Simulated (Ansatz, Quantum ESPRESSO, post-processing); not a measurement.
# Nb2COF MXene, 1 layer in an electric field, part 5 of 6

How does Nb2COF MXene, 1 layer respond to a gate-like field without added charge?

Quantum ESPRESSO 7.5; plane-wave DFT, PBE, GBRV ultrasoft pseudopotentials; geometry and cross-check by Ansatz 0.2.0 with PAW datasets.

So far. Step 11 (Ground state: field 0.4 V/Å): The dipole goes from -0.0512 to 0.0532 e Å, 0.2608 e Å per V/Å. Step 12 (Electrostatic potential): The slope in the vacuum is 0.400 eV/Å for an applied 0.40 V/Å, as it should be.

**13. Band structure: field 0.4 V/Å**

f3.bands.in reads:

```
&control
  prefix = 'f3.bands'
  outdir = './out'
  pseudo_dir = './pseudo'
  calculation = 'bands'
  tefield = .true.
  dipfield = .true.
/
&system
  ibrav = 0
  nat = 5
  ntyp = 4
  ecutwfc = 40
  ecutrho = 200
  occupations = 'smearing'
  smearing = 'fd'
  degauss = 0.004
  edir = 3
  emaxpos = 0.97
  eopreg = 0.04
  eamp = 0.00777876
  nbnd = 27
/
&electrons
  conv_thr = 1e-07
  mixing_beta = 0.4
  electron_maxstep = 120
  mixing_mode = 'local-TF'
/
ATOMIC_SPECIES
  F   18.9984  f_pbe_v1.4.uspp.F.UPF
  Nb  92.9064  nb_pbe_v1.uspp.F.UPF
  C   12.0110  c_pbe_v1.2.uspp.F.UPF
  O   15.9990  o_pbe_v1.2.uspp.F.UPF
CELL_PARAMETERS angstrom
  3.14303685234012 -0.00000000000000 -0.00000000000000
  -1.57151842617006 2.72194975915722 -0.00000000000000
  -0.00000000000000 -0.00000000000000 21.54269237080000
ATOMIC_POSITIONS crystal
  F   0.333333333333 0.666666666667 0.379879162998
  Nb  0.666666666667 0.333333333333 0.445702865430
  C   0.000000000000 -0.000000000000 0.498652447475
  Nb  0.333333333333 0.666666666667 0.556713727214
  O   0.666666666667 0.333333333333 0.606307825083
K_POINTS crystal_b
4
  0.0000000000 0.0000000000 0.0000000000 14
  0.5000000000 0.0000000000 0.0000000000 14
  0.3333333333 0.3333333333 0.0000000000 14
  0.0000000000 0.0000000000 0.0000000000 1
```

Run with:

```bash
$ cp -r out/f3.save out/f3.bands.save
$ cp out/f3.xml out/f3.bands.xml
$ OMP_NUM_THREADS=1 mpirun -n 4 pw.x -nk 4 -in f3.bands.in > f3.bands.out
```

Numbers of over 12 decimals in the logs are rounded to 6 here.

The log of the run:

```text
[banner, memory and clock lines left out]
Program PWSCF v.7.5 starts
[citation notice left out]

[...]
bravais-lattice index     =            0
     lattice parameter (alat)  =       5.9395  a.u.
     unit-cell volume          =    1243.7301 (a.u.)^3
     number of atoms/cell      =            5
     number of atomic types    =            4
     number of electrons       =        43.00
     number of Kohn-Sham states=           27
     kinetic-energy cutoff     =      40.0000  Ry
     charge density cutoff     =     200.0000  Ry
     Exchange-correlation= SLA  PW   PBE  PBE
                           (   1   4   3   4   0   0   0)

[...]
PseudoPot. # 1 for F  read from file:
     ./pseudo/f_pbe_v1.4.uspp.F.UPF
     Pseudo is Ultrasoft, Zval =  7.0
     Generated by new atomic code, or converted to UPF format
     Using radial grid of  799 points,  4 beta functions with:
                l(1) =   0
                l(2) =   0
                l(3) =   1
                l(4) =   1
     Q(r) pseudized with  8 coefficients,  rinner =    0.950   0.950   0.950

     PseudoPot. # 2 for Nb read from file:
     ./pseudo/nb_pbe_v1.uspp.F.UPF
     Pseudo is Ultrasoft + core correction, Zval = 13.0
     Generated by new atomic code, or converted to UPF format
     Using radial grid of  887 points,  6 beta functions with:
                l(1) =   0
                l(2) =   0
                l(3) =   1
                l(4) =   1
                l(5) =   2
                l(6) =   2
     Q(r) pseudized with  6 coefficients,  rinner =    1.000   1.000   1.000
                                                       1.000   1.000

     PseudoPot. # 3 for C  read from file:
     ./pseudo/c_pbe_v1.2.uspp.F.UPF
     Pseudo is Ultrasoft + core correction, Zval =  4.0
     Generated by new atomic code, or converted to UPF format
     Using radial grid of  721 points,  4 beta functions with:
                l(1) =   0
                l(2) =   0
                l(3) =   1
                l(4) =   1
     Q(r) pseudized with  8 coefficients,  rinner =    1.100   1.100   1.100

     PseudoPot. # 4 for O  read from file:
     ./pseudo/o_pbe_v1.2.uspp.F.UPF
     Pseudo is Ultrasoft + core correction, Zval =  6.0
     Generated by new atomic code, or converted to UPF format
     Using radial grid of  737 points,  5 beta functions with:
                l(1) =   0
                l(2) =   0
                l(3) =   1
                l(4) =   1
                l(5) =   2
     Q(r) pseudized with  8 coefficients,  rinner =    0.900   0.900   0.900
                                                       0.900   0.900

     atomic species   valence    mass     pseudopotential
     F                 7.00    18.99840     F ( 1.00)
     Nb               13.00    92.90640     Nb( 1.00)
     C                 4.00    12.01100     C ( 1.00)
     O                 6.00    15.99900     O ( 1.00)

     No symmetry found

[...]
number of k points=    43  Fermi-Dirac smearing, width (Ry)=  0.0040
[...]
Dense  grid:    59505 G-vectors     FFT dimensions: (  27,  27, 192)

     Smooth grid:    42385 G-vectors     FFT dimensions: (  24,  24, 180)

     The potential is recalculated from file :
     ./out/f3.bands.save/charge-density

     negative rho (up, down):  3.795E-03 0.000E+00

     Adding external electric field

     Computed dipole along edir(3) :
        Dipole                0.1005 Ry au,          0.2554 Debye
        Dipole field          0.0010 Ry au,

        E field amplitude [Ha a.u.]:  7.7788E-03
        Potential amp.        0.5287 Ry
        Total length         39.0814 bohr

     Starting wfcs are   38 randomized atomic wfcs

     Band Structure Calculation
     Davidson diagonalization with overlap
     c_bands:  1 eigenvalues not converged

     ethr =  2.33E-10,  avg # of iterations = 35.2

     End of band structure calculation

          k = 0.0000 0.0000 0.0000 (  5259 PWs)   bands (ev):

   -54.9848 -54.7831 -31.4313 -30.8175 -30.7424 -30.7424 -30.5836 -30.5836
   -24.0343 -17.5693 -10.8766  -6.5164  -5.5811  -5.5811  -4.8523  -4.4561
    -4.4561  -2.3672  -1.9978  -1.9978   0.2742   0.2742   1.0800   2.5741
     2.5741   3.0498   3.3784

          k = 0.0357 0.0206 0.0000 (  5247 PWs)   bands (ev):

   -54.9837 -54.7822 -31.4280 -30.8254 -30.7449 -30.7445 -30.5922 -30.5850
   -24.0325 -17.5630 -10.8714  -6.5051  -5.5976  -5.5780  -4.8325  -4.4679
    -4.4454  -2.3869  -2.0204  -2.0185   0.2470   0.2994   1.0887   2.5473
     2.5983   3.0924   3.3777

[...]
```

Run time: 25 s. Hardware: 4 MPI ranks of Arm Neoverse V1, shared host; peak memory 0.33 GiB.

Band numbers count within the set of bands kept for display. Electronic bands along the path, in eV, zero at the Fermi level; # counts the bands kept:

```
  point     #7     #8     #9    #10    #11    #12   #13   #14
      Γ  -3.49  -3.12  -3.12  -0.85  -0.85  -0.04  1.45  1.45
halfway  -4.65  -3.56  -3.36  -1.56   0.26   0.29  1.51  2.00
      M  -4.39  -4.21  -3.29  -1.72   1.34   1.98  2.32  2.76
halfway  -4.54  -4.17  -3.39  -1.29   0.94   1.39  2.06  2.46
      K  -4.42  -3.88  -3.83  -0.23   0.14   0.82  1.77  2.31
halfway  -4.71  -3.96  -3.24  -1.01  -0.80   1.30  1.78  1.93
      Γ  -3.49  -3.12  -3.12  -0.85  -0.85  -0.04  1.45  1.45
```

Upper empty bands that drop with the field can be states of the vacuum, held by the sawtooth; they depend on the cell's width.

**14. Density by pp.x**

The density shows how far the electrons spill into the vacuum.

f0.rho.in reads:

```
&inputpp
  prefix = 'f0'
  outdir = './out'
  filplot = 'f0.rho.dat'
  plot_num = 0
/
```

Run with:

```bash
$ OMP_NUM_THREADS=1 mpirun -n 4 pp.x -in f0.rho.in > f0.rho.out
```

The log of the run:

```text
[banner, memory and clock lines left out]
Program POST-PROC v.7.5 starts

          URL

     ./out/f0.save/

     IMPORTANT: XC functional enforced from input :
     Exchange-correlation= PBE
                           (   1   4   3   4   0   0   0)
     Any further DFT definition will be discarded
     Please, verify this is what you really want

     negative rho (up, down):  3.796E-03 0.000E+00

     Adding external electric field

     Computed dipole along edir(3) :
        Dipole               -0.0967 Ry au,         -0.2457 Debye
        Dipole field         -0.0010 Ry au,

        Potential amp.        0.0763 Ry
        Total length         39.0814 bohr

     Calling punch_plot, plot_num =   0
     Writing data to file  f0.rho.dat
     Message from routine chdens:
     namelist plot not found or invalid, exiting
```

Run time: 1 s. Hardware: 4 MPI ranks; peak memory 0.1 GiB.

Read from the output:

| Quantity | Value |
| --- | --- |
| electrons by integration | 43.00 e |

Mean over planes. The valence density, planar mean by z:

```
z (Å)  valence density, planar mean (e/Å³)
  5.5                               5.7e-5
  6.0                               3.5e-4
  6.5                              0.00231
  7.0                               0.0172
  7.5                                0.143
  8.0                                0.887
  8.5                                0.706
  9.0                                0.611
  9.5                                 1.10
 10.0                                 1.04
 10.5                                0.633
 11.0                                0.585
 11.5                                0.886
 12.0                                 1.11
 12.5                                0.962
 13.0                                0.899
 13.5                                0.413
 14.0                               0.0649
 14.5                              0.00984
 15.0                              0.00163
 15.5                               2.8e-4
 16.0                               5.5e-5
```

Valence density in the ca plane at fractional y = 0.333, with atoms of Nb and O within 0.2 Å of it. It is the smooth field of the valence electrons, not physical close to the nuclei.

Values in e/Å³, 5 rows by 16 columns, each cell a mean:
```
0.0 0.0 0.0 0.0 0.0 0.0 0.0 0.1 2.0 1.7 0.3 0.5 1.6 0.2 0.0 0.0
0.0 0.0 0.0 0.0 0.0 0.0 0.0 0.2 3.0 2.7 0.2 0.9 5.4 0.4 0.0 0.0
0.0 0.0 0.0 0.0 0.0 0.0 0.0 0.1 2.1 1.7 0.3 0.5 1.6 0.2 0.0 0.0
0.0 0.0 0.0 0.0 0.0 0.0 0.0 0.2 0.3 0.4 0.5 0.6 0.2 0.0 0.0 0.0
0.0 0.0 0.0 0.0 0.0 0.0 0.0 0.2 0.3 0.4 0.5 0.6 0.2 0.0 0.0 0.0
```
Columns run along c (16.0 Å, from fractional 0.04 to 0.78 of the cell), rows up along a (3.1 Å). Atoms in or near the plane, at fractional coordinates: Nb at (0.45, 0.67), O at (0.61, 0.67).

The density integrates to 43.000 electrons, as the 43 of the input ask.

**15. Density by pp.x**

f2.rho.in reads:

```
&inputpp
  prefix = 'f2'
  outdir = './out'
  filplot = 'f2.rho.dat'
  plot_num = 0
/
```

Run with:

```bash
$ OMP_NUM_THREADS=1 mpirun -n 4 pp.x -in f2.rho.in > f2.rho.out
```

The job ended after 1.1 s (4 MPI ranks; peak memory 0.1 GiB).

**16. Charge moved by a field of 0.2 V/Å**

Numbers from this step:

```
largest charge moved across a plane : 0.001143 e/Å²
dipole step                         : -1.105 eV
```

The planar mean oscillates, so the rows of the table below give means over windows of 1 Å about each position, cut where the curve ends. Its maxima inside the range that stand out by 2 % of the span (Å: e/Å³): 7.6: 6.6e-4, 8.3: 4.5e-4, 9.4: 2.9e-4, 11.7: -1.1e-5, 12.3: -1.7e-5, 13.1: -3.0e-4. Its minima: 8.1: 2.4e-4, 8.8: 8.8e-5, 11.2: -1.2e-4, 12.0: -8.6e-5, 12.9: -4.1e-4, 13.7: -7.5e-4.

Table of planar mean by z; means over each step:

```
z (Å)  planar mean (e/Å³)
    3              2.8e-8
    4              2.4e-7
    5              2.6e-6
    6              3.3e-5
    7              3.1e-4
    8              4.4e-4
    9              2.1e-4
   10              1.5e-4
   11             -7.1e-5
   12             -4.9e-5
   13             -3.7e-4
   14             -5.4e-4
   15             -9.4e-5
   16             -8.1e-6
   17             -6.1e-7
   18             -4.9e-8
```

The running integral, electrons below z by z:

```
z (Å)  running integral, electrons below z (e/Å²)
  4.0                                      1.0e-7
  4.5                                      3.0e-7
  5.0                                      9.7e-7
  5.5                                      3.3e-6
  6.0                                      1.2e-5
  6.5                                      4.1e-5
  7.0                                      1.4e-4
  7.5                                      3.9e-4
  8.0                                      6.3e-4
  8.5                                      8.0e-4
  9.0                                      8.7e-4
  9.5                                     0.00101
 10.0                                     0.00109
 10.5                                     0.00114
 11.0                                     0.00111
 11.5                                     0.00107
 12.0                                     0.00104
 12.5                                     0.00101
 13.0                                      8.4e-4
 13.5                                      6.1e-4
 14.0                                      2.7e-4
 14.5                                      8.9e-5
 15.0                                      2.7e-5
 15.5                                      7.5e-6
 16.0                                      2.1e-6
 16.5                                      5.7e-7
 17.0                                      1.6e-7
 17.5                                      4.5e-8
```

**17. Polarisability from the dipole between 0 and 0.1 V/A**

Numbers from this step:

| Item | Value |
| --- | --- |
| change of slope in the vacuum | 0.10000 eV/Å |
| polarisability a cell | 3.762 Å³ |
| sheet polarisability 4πα/A | 5.526 Å |

The change of the potential energy, second field less first by z:

```
z (Å)  change of the potential energy, second field less first (eV)
  0.0                                                        -0.403
  0.5                                                        -0.754
  1.0                                                        -0.704
  1.5                                                        -0.654
  2.0                                                        -0.604
  2.5                                                        -0.554
  3.0                                                        -0.504
  3.5                                                        -0.454
  4.0                                                        -0.404
  4.5                                                        -0.354
  5.0                                                        -0.304
  5.5                                                        -0.254
  6.0                                                        -0.204
  6.5                                                        -0.155
  7.0                                                        -0.108
  7.5                                                       -0.0678
  8.0                                                       -0.0404
  8.5                                                       -0.0218
  9.0                                                      -0.00927
  9.5                                                      -0.00111
 10.0                                                       0.00148
 10.5                                                        8.9e-4
 11.0                                                       -4.7e-4
 11.5                                                        2.1e-4
 12.0                                                       0.00231
 12.5                                                       0.00552
 13.0                                                        0.0123
 13.5                                                        0.0274
 14.0                                                        0.0561
 14.5                                                        0.0976
 15.0                                                         0.145
 15.5                                                         0.194
 16.0                                                         0.244
 16.5                                                         0.294
 17.0                                                         0.344
 17.5                                                         0.394
 18.0                                                         0.444
 18.5                                                         0.494
 19.0                                                         0.544
 19.5                                                         0.594
 20.0                                                         0.644
 20.5                                                         0.694
 21.0                                                         0.551
```

**18. Dipole against field**

Table of dipole along the normal, dipole moment by applied field:

```
applied field (V/Å)  dipole along the normal, dipole moment (e·Å)
              0.000                                       -0.0512
              0.100                                       -0.0250
              0.200                                       0.00106
              0.400                                        0.0532
```

**19. Cross-check with Ansatz: field 0.1 V/Å**

A second code with its own PAW datasets, on the same atoms.

Level of this step: plane-wave DFT, PBE, Ansatz PAW (Ansatz 0.2.0).

input.yaml reads:

```yaml
crystal:
  lattice:
    - [3.1430368523, 0.0, 0.0]
    - [-1.5715184262, 2.7219497592, 0.0]
    - [0.0, 0.0, 21.5426923708]
  atoms:
    - { symbol: F, position: [0.3333333333, 0.6666666667, 0.379879163] }
    - { symbol: Nb, position: [0.6666666667, 0.3333333333, 0.4457028654] }
    - { symbol: C, position: [0.0, 0.0, 0.4986524475] }
    - { symbol: Nb, position: [0.3333333333, 0.6666666667, 0.5567137272] }
    - { symbol: O, position: [0.6666666667, 0.3333333333, 0.6063078251] }
kpoints:
  mp_grid: { grid: [12, 12, 1] }
hamiltonian:
  xc: pbe
scf:
  occupations: { method: fermi_dirac, width: 0.054 }
  convergence: { dr2_threshold: 1.0e-09 }
efield:
  axis: 3
  dipole_correction: true
  ramp_position: 0.97
  ramp_width: 0.04
  amplitude: 0.1
output:
  write_potential: true
  write_density: true
  volumetric_format: npy
```

Run with:

```bash
$ ansatz run input.yaml --threads 4 --pin off --max-ram 8192MiB --backend cpu --events-out ev --progress --plain --runs-dir out
```

The log of the run:

```text
[...]
Crystal: 5 atoms, lattice volume = 184.302 Å³
Basis set: ecut = 420 eV, 3587 PW (Γ)
Bands: 27, of which v1, the nominal top of the filled ones, is band 22 counted from 1 (21 counted from 0)
Symmetry: 6 space group operations
[...]
k-points: 19 of 144 (time reversal used)
[...]
SCF iter   1: F=—  HF=-10743.004691 eV  |F-HF|=—  |Δ(HF+E_count)|=         —  Δρ=1.11e-1  dr2=3.35e1  ethr=3.10e-3  p=0.031 e·Å  D=3.01e-2 V/Å  ΔV_dip=-0.65 eV  dr2_dipole=6.89e-1  V_vac-E_F(+/−)=6.73/5.42 eV  ⟨swp⟩=9.6  Hψ=2958  notcnv=0
[...]
SCF iter  12: F=-10734.471559 eV  HF=-10734.471559 eV  |F-HF|=5.98e-10  |Δ(HF+E_count)|=   5.18e-9  Δρ=2.98e-7  dr2=1.22e-10  ethr=2.33e-12  p=-0.027 e·Å  D=-2.61e-2 V/Å  ΔV_dip=0.56 eV  dr2_dipole=2.39e-13  V_vac-E_F(+/−)=6.56/4.04 eV  ⟨swp⟩=7.0  Hψ=1882  notcnv=0
SCF 1 converged in 12 iterations: F = -10734.471559 eV  dr2 = 1.22e-10
[...]
SCF converged after 12 iterations
Free energy (F): -10734.471559 eV
[...]
Internal energy: -10734.456724 eV  (E = F + TS)
E sigma→0 (E₀):  -10734.464142 eV
Entropy (-TS):   -0.014835 eV (-2.967 meV/atom)
Fermi energy:    1.054299 eV
Dipole field:    D = -0.026061 V/Å  (p = -0.026544 e·Å, saw-weighted, corrected)
Work function:   not extracted (applied field tilts the vacuum); planar V_es + V_field profile in the machine report
[...]
--- Band table (eV; the first three rows and the last of 19) ---
  k-point 0: bands = [... 18 lower, -2.0673, -2.0673, 0.2034, 0.2034, 1.0043, 2.5020, 2.5020, 3.0907, ... 1 higher]
  k-point 1: bands = [... 18 lower, -2.1731, -2.1312, 0.0683, 0.3407, 1.0337, 2.4396, 2.6224, 3.1882, ... 1 higher]
  k-point 2: bands = [... 18 lower, -2.3855, -2.1332, -0.2360, 0.7330, 1.0824, 2.4761, 2.8507, 3.3186, ... 1 higher]
  k-point 18: bands = [... 18 lower, -2.8645, -2.8258, 0.8248, 1.1964, 1.8756, 2.8195, 3.3601, 3.8574, ... 1 higher]
```

Elapsed: 4.5 s, on 4 threads; peak memory 0.47 GiB; 17 s of CPU time.

Read from the output:

| Quantity | Value |
| --- | --- |
| free energy | -10734.4716 eV |
| energy at zero smearing | -10734.4641 eV |
| smearing term TS | 0.01483 eV |
| Fermi energy | 1.054 eV |
| dipole along the normal | -0.02654 e·Å |

At 0.1 V/Å Ansatz's dipole is -0.0265 e Å against -0.0250 from pw.x.

**20. Cross-check with Ansatz: field -0.1 V/Å**

input.yaml is the input of step 19 with these lines changed:

```diff
@@ -23,3 +23,3 @@
   ramp_width: 0.04
-  amplitude: 0.1
+  amplitude: -0.1
 output:
```

The log of the run:

```text
[...]
Crystal: 5 atoms, lattice volume = 184.302 Å³
Basis set: ecut = 420 eV, 3587 PW (Γ)
Bands: 27, of which v1, the nominal top of the filled ones, is band 22 counted from 1 (21 counted from 0)
Symmetry: 6 space group operations
[...]
k-points: 19 of 144 (time reversal used)
[...]
k-point 0: bands = [... 18 lower, -2.1067, -2.1067, 0.1641, 0.1641, 0.9624, 2.4639, 2.4639, 3.0910, ... 1 higher]
  k-point 1: bands = [... 18 lower, -2.2137, -2.1775, 0.0301, 0.3026, 0.9920, 2.4076, 2.5843, 3.1668, ... 1 higher]
  k-point 2: bands = [... 18 lower, -2.4280, -2.1843, -0.2763, 0.6964, 1.0475, 2.4440, 2.8132, 3.2793, ... 1 higher]
  k-point 18: bands = [... 18 lower, -2.9261, -2.8920, 0.7937, 1.1630, 1.8414, 2.7776, 3.3224, 3.8167, ... 1 higher]
[key lines of the parts left out:]
SCF converged after 12 iterations
Free energy (F): -10734.482086 eV
Fermi energy:    1.018296 eV
Dipole field:    D = -0.077304 V/Å  (p = -0.078735 e·Å, saw-weighted, corrected)
```

Elapsed: 4.5 s, on 4 threads; peak memory 0.47 GiB; 17 s of CPU time.

This step gave:

* free energy: -10734.4821 eV
* energy at zero smearing: -10734.4747 eV
* smearing term TS: 0.01479 eV
* Fermi energy: 1.018 eV
* dipole along the normal: -0.07874 e·Å

**21. Dipole against field, Ansatz**

The dipole along the normal, dipole moment by applied field:

```
applied field (V/Å)  dipole along the normal, dipole moment (e·Å)
            -0.1000                                       -0.0787
             0.0000                                       -0.0527
             0.1000                                       -0.0265
```

(Part 5 of 6 ends here.)

[Logs are printed without paths, hosts, clocks, repeated set-up lines and the standing remarks that a program may print on its own settings, such as how far it seeks lower states.]

[Hosts, paths, dates, database ids (printed as entryN), source tags and the programs' standing remarks are cut or masked in the printed files.]

[Maps of the electrostatic potential energy from Ansatz leave out the sawtooth potential of an applied field or a dipole correction, so their vacuum need not be flat; planar profiles and work functions include it.]
